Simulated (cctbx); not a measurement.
# Occupancies in Ga2Fe5As

Cell a = 5.3050 Å, b = 10.1020 Å, c = 3.9050 Å, α = 90.00°, β = 90.00°, γ = 90.00°; space group Pbam (no. 55); nominal formula Ga2Fe5As.

Simulated single-crystal data (cctbx): Mo Kα, λ = 0.71073 Å, to d = 0.6 Å, 70 % of the full sphere, strongest reflection 40000 counts, noise from counting, a 4 % proportional error and a noise floor of 4 counts (s.d.); no absorption, and some extinction, which the refinements don't model.

With every site full:

```text
Rint 0.037, 564 unique reflections to 0.60 A
cycle     R1     wR2    GooF  max shift (A)
   1  0.1416  0.3115   9.098   0.00067
   2  0.0208  0.0530   1.549   0.00000
final R1 0.0208 wR2 0.0530 GooF 1.549  parameters 26  data/parameter 21.7
atom        x        y        z      Ueq    occ   su(xyz)  su(Uiso or U11)
As1    0.50000  0.00000  0.00000   0.0118  1.000  0.00000  0.0002
Ga1    0.88237  0.84334  0.50000   0.0109  1.000  0.00007  0.0002
Fe1    0.00000  0.00000  0.00000   0.0211  1.000  0.00000  0.0004
Fe2    0.63392  0.77079  0.00000   0.0155  1.000  0.00011  0.0002
Fe3    0.17360  0.39754  0.50000   0.0089  1.000  0.00009  0.0002
difference map: max 0.66 min -2.70 rms 0.30
Q1    0.0682  0.1385  0.2040    8    0.72  1.20 A from Ga1
Q2    0.0908  0.3967  0.2285    8    0.67  1.15 A from Fe3
Q3    0.2347  0.2433  0.3281    8    0.66  1.27 A from Ga1
Q4    0.1940  0.6982  0.2701    8    0.66  1.15 A from Fe2
Q5    0.2333  0.1411  0.2284    8    0.64  1.24 A from Ga1
Q6    0.2099  0.9817  0.5000    4    0.61  1.05 A from Fe3
```

With the occupancies of the suspect sites free, each still typed as its main element:

```text
Rint 0.037, 564 unique reflections to 0.60 A
cycle     R1     wR2    GooF  max shift (A)
   1  0.0943  0.2469   7.217   0.00029
   6  0.0151  0.0339   0.990   0.00001
final R1 0.0151 wR2 0.0338 GooF 0.989  parameters 27  data/parameter 20.9
atom        x        y        z      Ueq    occ   su(xyz)  su(Uiso or U11)
As1    0.50000  0.00000  0.00000   0.0121  1.000  0.00000  0.0001
Ga1    0.88239  0.84329  0.50000   0.0112  1.000  0.00005  0.0001
Fe1    0.00000  0.00000  0.00000   0.0178  0.901  0.00000  0.0003
Fe2    0.63392  0.77080  0.00000   0.0157  1.000  0.00007  0.0001
Fe3    0.17355  0.39755  0.50000   0.0091  1.000  0.00006  0.0001
su of occupancy Fe1: 0.003
difference map: max 0.65 min -0.98 rms 0.24
Q1    0.0730  0.1412  0.2106    8    0.71  1.17 A from Ga1
Q2    0.2354  0.2432  0.3274    8    0.65  1.27 A from Ga1
Q3    0.0972  0.3940  0.2322    8    0.63  1.12 A from Fe3
Q4    0.2384  0.1394  0.2253    8    0.61  1.26 A from Ga1
Q5    0.1132  0.6439  0.0000    4    0.60  0.87 A from Fe2
Q6    0.1241  0.0317  0.2293    8    0.60  1.16 A from Fe1
```

**Question.** What is the disorder?

X-rays count electrons. Fe1 refines to 0.901(0.003), or 23.4 electrons; the site truly holds 0.9 Fe, 23.4 electrons, which is 0.900 of Fe. A value under 1 can't tell vacancies from a lighter guest, and one over 1 needs a heavier guest; chemistry or a second radiation must settle which. Occupancy correlates with U and the scale, so the match is approximate.

Freeing them takes R1 from 0.0208 to 0.0151 and GooF from 1.55 to 0.99.

The model is made up (kin elements in a known structure type, no relaxation), so it says nothing on whether the phase exists.

[Middle refinement cycles are left out of these outputs.]

[Logs are printed without paths, hosts, clocks, repeated set-up lines and the standing remarks that a program may print on its own settings, such as how far it seeks lower states.]
